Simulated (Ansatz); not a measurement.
# Ti2CO2 monolayer: phonons and vibrational spectra, part 2 of 2

Aim: the phonons of Ti2CO2 monolayer at a cell relaxed beforehand at this level. After the zone centre comes a 4×4×1 q mesh on a 20×20×1 k mesh.

Ansatz 0.2.0; DFT PBE, scalar-relativistic, plane waves, PAW.

So far. Step 2 (Zone-centre response): Before it was imposed, the acoustic sum rule was missed by 2.5e-4 eV/Å² and the charge sum rule by 0.0025 e. Small misses are needed for a sound result but don't prove that mesh and cutoff are converged. The lowest optical mode is real, 127 cm⁻¹.

## (3) The dispersion

Stability and thermal properties need the whole zone. Linear response on a 4×4×1 q mesh gives force constants as far as a supercell of that size would, and the tensors from the zone-centre run are typed in so that the long-range dipole term is interpolated apart.

input.yaml

```yaml
crystal:
  lattice:
    - [3.0293073563, 0.0, 0.0]
    - [-1.5146536781, 2.6234571264, 0.0]
    - [0.0, 0.0, 32.6]
  atoms:
    - { symbol: C, position: [0.0, 0.0, 0.3067484663] }
    - { symbol: Ti, position: [0.3333333333, 0.6666666667, 0.3468395062] }
    - { symbol: Ti, position: [0.6666666667, 0.3333333333, 0.2666574264] }
    - { symbol: O, position: [0.6666666667, 0.3333333333, 0.3746427594] }
    - { symbol: O, position: [0.3333333333, 0.6666666667, 0.2388541732] }
  periodic: [true, true, false]
kpoints:
  mp_grid: { grid: [20, 20, 1] }
hamiltonian:
  xc: pbe
scf:
  occupations: { method: fixed }
output:
  eigenvalues: true
phonons:
  method: dfpt
  qmesh: [4, 4, 1]
  temperatures: { t_max: 1000, t_step: 50 }
  qpath:
    path:
      - [0.0, 0.0, 0.0]
      - [0.5, 0.0, 0.0]
      - [0.33333333, 0.33333333, 0.0]
      - [0.0, 0.0, 0.0]
    npoints: 10
  isolated: true
  non_analytic_term:
    high_frequency_dielectric_tensor: [[5.1644, 0.0, 0.0], [0.0, 5.1644, 0.0], [0.0, 0.0, 1.1665]]
    born_effective_charges:
      - { species: C, tensor: [[-5.7609, 0.0, 0.0], [0.0, -5.7609, 0.0], [0.0, 0.0, -0.2375]] }
      - { species: Ti, tensor: [[7.0071, 0.0, 0.0], [0.0, 7.0071, 0.0], [0.0, 0.0, 0.4465]] }
      - { species: Ti, tensor: [[7.0071, 0.0, 0.0], [0.0, 7.0071, 0.0], [0.0, 0.0, 0.4465]] }
      - { species: O, tensor: [[-4.1267, 0.0, 0.0], [0.0, -4.1267, 0.0], [0.0, 0.0, -0.3277]] }
      - { species: O, tensor: [[-4.1267, 0.0, 0.0], [0.0, -4.1267, 0.0], [0.0, 0.0, -0.3277]] }
    source: "zone-centre run at this cell"
```

On the command line:

```bash
$ ansatz run input.yaml --threads 8 --pin off --max-ram 14336MiB --backend cpu --events-out ev --progress --plain --runs-dir out
```

Numbers of over 12 decimals in the logs are rounded to 6 here.

The program printed:

```text
Warning: phonons: the dynamical matrix that this run interpolates holds no multipole term above the dipole-dipole one, and a site of this crystal is no centre of inversion, so its interpolated transverse optical and acoustic branches and sound speeds can stay off near Gamma, and the density of states and the thermodynamics with them. What a run solves at a wave vector of phonons.qpoints, Gamma apart, where the deck admits one, is free of this, and under fd what a larger phonons.supercell samples
[...]
Crystal: 5 atoms, lattice volume = 259.081 Å³
Basis set: ecut = 420 eV, 4993 PW (Γ), exchange–correlation on 48×48×450 points (8 copies of the dense FFT grid, shifted against one another)
Bands: 25, of which v1, the nominal top of the filled ones, is band 20 counted from 1 (19 counted from 0)
Symmetry: 12 space group operations
k-points: 44 of 400 (irreducible under 6 space group operations, time reversal used)
[...]
SCF iter   1: F=—  HF=-6390.427536 eV  |F-HF|=—  |Δ(HF+E_count)|=         —  Δρ=2.76e-3  dr2=2.94e-2  ethr=1.77e-3  ⟨swp⟩=6.0  Hψ=5797  notcnv=0  defer=119
[...]
SCF iter  12: F=-6390.421118 eV  HF=-6390.421118 eV  |F-HF|=4.55e-11  |Δ(HF+E_count)|=  6.18e-11  Δρ=5.16e-8  dr2=6.89e-12  ethr=1.00e-12  ⟨swp⟩=22.9  Hψ=8947  notcnv=0
SCF 1 converged in 12 iterations: F = -6390.421118 eV  dr2 = 6.89e-12
[...]
NSCF: frozen V_eff on 44 k-points
[...]
DFPT response loops at q = (0, 0, 0) (fractional): preconditioner auto → none (the input reference at scf.mixing.eps_inf says where Resta's filter doesn't serve); β = 0.50; Broyden in place of MSR1
[...]
SCF converged after 12 iterations
Free energy (F): -6390.421118 eV
[...]
Internal energy: -6390.421118 eV  (E = F + TS)
E sigma→0 (E₀):  -6390.421118 eV
Fermi energy:    -5.795860 eV
[...]
--- Band table (eV; the first three rows and the last of 44) ---
  k-point 0: bands = [... 16 lower, -10.2654, -6.9147, -5.7959, -5.7959, -5.1558, -5.1558, -4.3458, -4.3458, ... 1 higher]
  k-point 1: bands = [... 16 lower, -10.1952, -6.8638, -6.1376, -6.0211, -5.0015, -4.9284, -4.4576, -4.3397, ... 1 higher]
  k-point 2: bands = [... 16 lower, -10.0340, -6.8064, -6.7243, -6.3857, -4.9791, -4.6063, -4.3912, -4.2682, ... 1 higher]
  k-point 43: bands = [... 16 lower, -9.8792, -8.9310, -8.6206, -8.5567, -4.6663, -4.2231, -4.2191, -3.4362, ... 1 higher]
--- Phonons (Γ-DFPT): 10 representative perturbations + reference (Σ response iterations 51) ---
  ASR residual: 8.946e-5 → 0.000e0 eV/Å²; symmetrization residual: 6.701e-6 eV/Å²
[...]
ASR residual per site (eV/Å²): 4.96e-5 2.54e-5 3.00e-5 8.95e-5 8.85e-5
[...]
--- Phonons (arbitrary-q DFPT): 4 irreducible q on the 4×4×1 mesh ---
  q = [0.0000, 0.0000, 0.0000] (star 1, of the zone-centre solve; hermiticity 5.23e-7, symmetrization 4.99e-11, taken by the last average 9.06e-8): -0.00 0.00 0.00 126.80 126.80 227.32 227.32 284.70 405.58 405.58 508.99 508.99 577.25 586.92 748.22
  q = [0.0000, 0.2500, 0.0000] (star 6, 15 solved perturbations on 210 of 400 k-point pairs; hermiticity 5.32e-7, symmetrization 8.26e-11, taken by the last average 1.04e-7): 125.04 128.10 163.55 232.38 248.19 294.44 308.95 349.31 380.70 467.35 521.53 537.15 551.04 666.07 709.17
[...]
q = [0.2500, 0.2500, 0.0000] (star 6, 10 solved perturbations in 3050 linear systems a pass and spin channel, the states on 400 of 400 k-point pairs; hermiticity 2.88e-7, symmetrization 7.45e-11, taken by the last average 1.64e-7): 133.14 192.61 192.92 274.28 326.25 372.62 397.90 407.17 418.14 426.88 506.33 513.26 583.90 651.69 669.36
  sum rule: each row above includes the acoustic sum rule's correction from the zone centre's row sums; it moved no ω² by more than (1.23 cm⁻¹)²
  mesh force constants: q→R imaginary residual 2.68e-18; ASR residual 8.946e-5 → 0.000e0 eV/Å²; symmetrization residual 1.776e-14 eV/Å²
  interpolated dispersion: 31 rows × 15 modes
  density of states and harmonic sums: on the 24×24×1 q-mesh, interpolated from the force constants of a 4×4×1 supercell (with the dipole–dipole term of supplied tensors)
  largest difference from the sums on the solved wave vectors: F 3.54e-2 eV, S 5.14e-5 and C_V 1.54e-5 eV/K
  zero-point energy: 0.362383 eV/cell   skipped modes (ω ≤ 0): 3   left out of the sums: 3.47e-4 of the cell's modes: C_V's classical limit lies that fraction below 3 k_B per atom; for a crystal, a wire or a layer, F and S can be off by more, and a phonons.interpolated_qmesh denser along its periods is the remedy for the sampling
```

Wall time 14 min (8 threads of Arm Neoverse V2, shared host); peak memory 5.3 GiB.

This step gave:

| Quantity | Value |
| --- | --- |
| gap on the k-mesh | 0.3350 eV |
| sum-rule residual before enforcement | 8.95e-5 eV/Å² |
| lowest frequency on the path | 0 cm⁻¹ |
| highest frequency on the path or at a solved wavevector | 748.2 cm⁻¹ |
| mean frequency | 388.5 cm⁻¹ |
| lowest mode on the q mesh (acoustic modes at Γ apart) | 125.0 cm⁻¹ |
| zero-point energy per atom | 72.48 meV |
| heat capacity at 300 K | 18.42 J/(mol atoms K) |
| vibrational entropy at 300 K | 16.27 J/(mol atoms K) |

Frequencies (cm⁻¹) solved at each irreducible wavevector; negative means imaginary. Frequencies by wavevector, by row:

```csv
q in reciprocal lattice units,star,mode 1,mode 2,mode 3,mode 4,mode 13,mode 14,mode 15
0 0 0,1,0,0,0,126.8,577.2,586.9,748.2
0 0.25 0,6,125,128.1,163.6,232.4,551,666.1,709.2
0 -0.5 0,3,157.8,159.7,178.1,180.6,547.6,624.2,702.8
0.25 0.25 0,6,133.1,192.6,192.9,274.3,583.9,651.7,669.4
```

Interpolated from a 4×4×1 q mesh, with the LO-TO term (at Γ the limit along the path; where Γ stands inside the path, tables give the limit on arrival). Phonon branches along the path, in cm⁻¹:

```csv
point,branch 1,branch 2,branch 3,branch 4,branch 12,branch 13,branch 14,branch 15
Γ,0,0,0,127,509,577,587,748
halfway,125,128,164,232,537,551,666,709
M,158,160,178,181,503,548,624,703
halfway,150,174,190,266,520,579,621,697
K,154,154,223,340,494,615,664,664
halfway,118,156,181,246,536,540,672,693
Γ,0,0,0,127,509,577,587,748
```

Tetrahedra on a 24×24×1 mesh, mean over bins of 10 cm-1. Interpolated from a 4×4×1 q mesh. Phonon density of states against wavenumber; read off at these points:

```csv
wavenumber (cm⁻¹),phonon density of states (1/cm⁻¹/cell)
5,6.9e-4
35,0.00164
55,0.00241
85,0.00424
105,0.00758
135,0.0356
145,0.0448
155,0.0369
185,0.0359
205,0.0133
235,0.0241
265,0.0132
285,0.0174
315,0.0299
335,0.0205
365,0.0239
385,0.0786
415,0.0244
435,0.0175
465,0.0161
485,0.0182
515,0.0512
525,0.0586
545,0.0530
565,0.0167
595,0.00383
615,0.00676
645,0.0183
665,0.0225
695,0.0338
715,0.00561
745,0.00541
```

The partial phonon density of states has structure finer than the step of the table below, so its rows give means over 25 cm⁻¹, whole bins alone (the curve runs from -10 to 781 cm⁻¹). Peaks (cm⁻¹: height): C 522.1: 0.0226, 631.5: 0.013, 676.2: 0.0158, 706.1: 0.0165; O 387.8: 0.0547, 517.1: 0.0242, 546.9: 0.0253; Ti 149.1: 0.0361, 183.9: 0.0385, 243.6: 0.0173, 278.4: 0.0149, 313.2: 0.0163, 377.9: 0.0126, 546.9: 0.0106.

Phonopy on the run's constants, 21x21x1 mesh, Gaussian sigma 5.6 cm-1. Interpolated from a 4×4×1 q mesh. Table of partial phonon density of states by wavenumber; means over each step; values in 1/cm⁻¹/cell:

```csv
wavenumber (cm⁻¹),C,O,Ti
25,1.2e-4,3.3e-4,0.00103
50,2.0e-4,5.6e-4,0.00187
75,2.5e-4,6.8e-4,0.00279
100,3.3e-4,9.2e-4,0.00525
125,4.2e-4,0.00144,0.0205
150,2.3e-4,0.00123,0.0345
175,2.8e-4,7.3e-4,0.0339
200,3.5e-4,7.8e-4,0.0247
225,5.5e-4,0.00214,0.0135
250,8.5e-4,0.00356,0.0125
275,9.9e-4,0.00547,0.0127
300,0.00138,0.00694,0.0114
325,0.00171,0.00973,0.0121
350,0.00249,0.0156,0.00576
375,0.00272,0.0312,0.0103
400,0.00254,0.0436,0.00518
425,0.00180,0.0171,0.00149
450,0.00218,0.0135,0.00206
475,0.00145,0.0100,0.00199
500,0.00463,0.0175,0.00580
525,0.0171,0.0213,0.00757
550,0.00843,0.0180,0.00697
575,0.00530,0.00536,0.00156
600,0.00440,6.7e-4,2.2e-4
625,0.0111,0.00124,4.6e-4
650,0.0105,0.00212,6.0e-4
675,0.0139,0.00326,0.00100
700,0.0140,0.00340,9.7e-4
725,0.00804,0.00147,7.5e-4
750,0.00173,7.6e-5,1.5e-4
```

Harmonic thermodynamic functions per atom, from the density of states. Interpolated from a 4×4×1 q mesh. Thermodynamic functions, by row:

```csv
T (K),F_vib (meV/atom),S (J/mol-atom/K),C_V (J/mol-atom/K)
0,72.48,0,0
100,71.51,2.997,5.886
200,65.02,9.687,13.84
300,51.5,16.27,18.42
400,31.62,21.93,20.82
500,6.34,26.73,22.14
600,-23.55,30.84,22.93
700,-57.4,34.42,23.43
800,-94.74,37.57,23.77
900,-135.2,40.38,24
1000,-178.3,42.92,24.17
```

Symmetry leaves 4 wavevectors to solve. The lowest mode among them, the acoustic zeros apart, lies at q = (0, 0.25, 0) and is real, 125 cm⁻¹.

## (4) Isotope substitution, element C, natural mass 12.011 amu

An isotope changes the mass and not the force constants, so no new electronic calculation is needed; the shifts show which modes move this element.

The same force constants with the mass of C changed from 12.011 to 13.003 u (phonopy, no LO-TO term). Both lists are sorted by frequency; levels can cross, so a row need not hold one and the same mode. Modes under 3 cm⁻¹ are left out. Isotope shifts, by row, the first 40 of 57 rows:

```csv
q,rank,natural mass (cm⁻¹),changed mass (cm⁻¹)
0 0 0,4,126.8,126.8
0 0 0,5,126.8,126.8
0 0 0,6,227.3,225.3
0 0 0,7,227.3,225.3
0 0 0,8,284.7,284.7
0 0 0,9,405.6,405.6
0 0 0,10,405.6,405.6
0 0 0,11,509,495.3
0 0 0,12,509,495.3
0 0 0,13,577.2,577.1
0 0 0,14,586.9,586.9
0 0 0,15,748.2,721.9
0 0.25 0,1,125,124.8
0 0.25 0,2,128.1,128
0 0.25 0,3,163.6,163.5
0 0.25 0,4,232.4,232.1
0 0.25 0,5,248.2,247.7
0 0.25 0,6,294.4,294.1
0 0.25 0,7,308.9,306
0 0.25 0,8,349.3,348
0 0.25 0,9,380.7,380.5
0 0.25 0,10,467.4,464.6
0 0.25 0,11,521.5,506.7
0 0.25 0,12,537.1,536.7
0 0.25 0,13,551,548.7
0 0.25 0,14,666.1,648.1
0 0.25 0,15,709.2,687.9
0 -0.5 0,1,157.8,157.8
0 -0.5 0,2,159.7,159.7
0 -0.5 0,3,178.1,177.9
0 -0.5 0,4,180.6,180.5
0 -0.5 0,5,313.3,312.4
0 -0.5 0,6,379.5,378.1
0 -0.5 0,7,392.1,388.7
0 -0.5 0,8,392.2,392.2
0 -0.5 0,9,393.5,393.5
0 -0.5 0,10,495.9,485.9
0 -0.5 0,11,496.7,495.8
0 -0.5 0,12,503.1,496.7
0 -0.5 0,13,547.6,547.6
```

A mode of this element alone would shift by -3.89 %. The highest zone-centre frequency without the field goes from 748.2 to 721.9 cm⁻¹ (-3.5 %). The product of the frequency ratios over all optical modes at Γ is 0.897; the product rule, (m/m′)^(3k/2) (M′/M)^(3/2) with k = 1 such atoms and M the mass of the cell, gives 0.897.

## (5) Another isotope, element O, natural mass 15.999 amu

The same for O, from 16.00 to 18.00 u.

A mode of this element alone would shift by -5.72 %. The highest zone-centre frequency without the field goes from 748.2 to 748.0 cm⁻¹ (-0.0 %). The product of the frequency ratios over all optical modes at Γ is 0.733; the product rule, (m/m′)^(3k/2) (M′/M)^(3/2) with k = 2 such atoms and M the mass of the cell, gives 0.733.

## (6) Another isotope, element Ti, natural mass 47.867 amu

The same for Ti, from 47.87 to 49.94 u.

The same force constants with the mass of Ti changed from 47.867 to 49.945 u (phonopy, no LO-TO term). Both lists are sorted by frequency; levels can cross, so a row need not hold one and the same mode. Modes under 3 cm⁻¹ are left out. Isotope shifts, by row, the first 40 of 57 rows:

```csv
q,rank,natural mass (cm⁻¹),changed mass (cm⁻¹)
0 0 0,4,126.8,124.4
0 0 0,5,126.8,124.4
0 0 0,6,227.3,225.8
0 0 0,7,227.3,225.8
0 0 0,8,284.7,280.6
0 0 0,9,405.6,404.7
0 0 0,10,405.6,404.7
0 0 0,11,509,509
0 0 0,12,509,509
0 0 0,13,577.2,574.5
0 0 0,14,586.9,583
0 0 0,15,748.2,746.9
0 0.25 0,1,125,122.9
0 0.25 0,2,128.1,125.5
0 0.25 0,3,163.6,160.3
0 0.25 0,4,232.4,228.2
0 0.25 0,5,248.2,244.5
0 0.25 0,6,294.4,289.9
0 0.25 0,7,308.9,308.7
0 0.25 0,8,349.3,348.2
0 0.25 0,9,380.7,380.4
0 0.25 0,10,467.4,465.9
0 0.25 0,11,521.5,521.4
0 0.25 0,12,537.1,534.6
0 0.25 0,13,551,548.6
0 0.25 0,14,666.1,664.2
0 0.25 0,15,709.2,708.3
0 -0.5 0,1,157.8,154.5
0 -0.5 0,2,159.7,156.3
0 -0.5 0,3,178.1,174.4
0 -0.5 0,4,180.6,176.8
0 -0.5 0,5,313.3,309.9
0 -0.5 0,6,379.5,379.5
0 -0.5 0,7,392.1,388.3
0 -0.5 0,8,392.2,390.7
0 -0.5 0,9,393.5,393.5
0 -0.5 0,10,495.9,492.8
0 -0.5 0,11,496.7,496.1
0 -0.5 0,12,503.1,502.9
0 -0.5 0,13,547.6,542.1
```

A mode of this element alone would shift by -2.10 %. The highest zone-centre frequency without the field goes from 748.2 to 746.9 cm⁻¹ (-0.2 %). The product of the frequency ratios over all optical modes at Γ is 0.920; the product rule, (m/m′)^(3k/2) (M′/M)^(3/2) with k = 2 such atoms and M the mass of the cell, gives 0.920.

## (7) Outcome

| Item | Value |
| --- | --- |
| space group (within 0.01 Å) | P-3m1 |
| area per atom | 1.59 Å² |
| gap on the k-mesh | 0.335 eV |
| highest optical mode at the zone centre (no LO-TO term) | 748 cm⁻¹ |
| lowest optical zone-centre mode | 127 cm⁻¹ |
| largest Born charge (third of the trace) | 4.82 e |
| lowest mode on the q mesh (acoustic modes at Γ apart) | 125 cm⁻¹ |
| highest frequency on the path or at a solved wavevector | 748 cm⁻¹ |
| zero-point energy per atom | 72.5 meV |
| heat capacity at 300 K | 18.4 J/(mol atoms K) |
| vibrational entropy at 300 K | 16.3 J/(mol atoms K) |
| imaginary modes on the 4×4×1 q mesh | none |

**Reading.** The structure is a minimum as far as tested: no mode is imaginary at the 4 irreducible wavevectors of the 4×4×1 mesh, and the softest away from the acoustic zeros lies at 125 cm⁻¹. Without the field, the optical modes at Γ span 127 to 748 cm⁻¹. The highest mode in this list at Γ, 748.2 cm⁻¹, is mostly motion of C (91 % of the kinetic energy). The strongest infrared line is at 226 cm⁻¹. In a sheet or slab the interpolated bending branch near Γ is rough, since the rotational sum rule isn't imposed. Dielectric tensors refer to the cell with its vacuum. The starting cell was built on a prototype and not taken from a measurement. These are harmonic frequencies at zero temperature: anharmonic shifts, linewidths and thermal expansion are left out.

[Logs are printed without paths, hosts, clocks, repeated set-up lines and the standing remarks that a program may print on its own settings, such as how far it seeks lower states.]

[Hosts, paths, dates, database ids (printed as entryN), source tags and the programs' standing remarks are cut or masked in the printed files.]
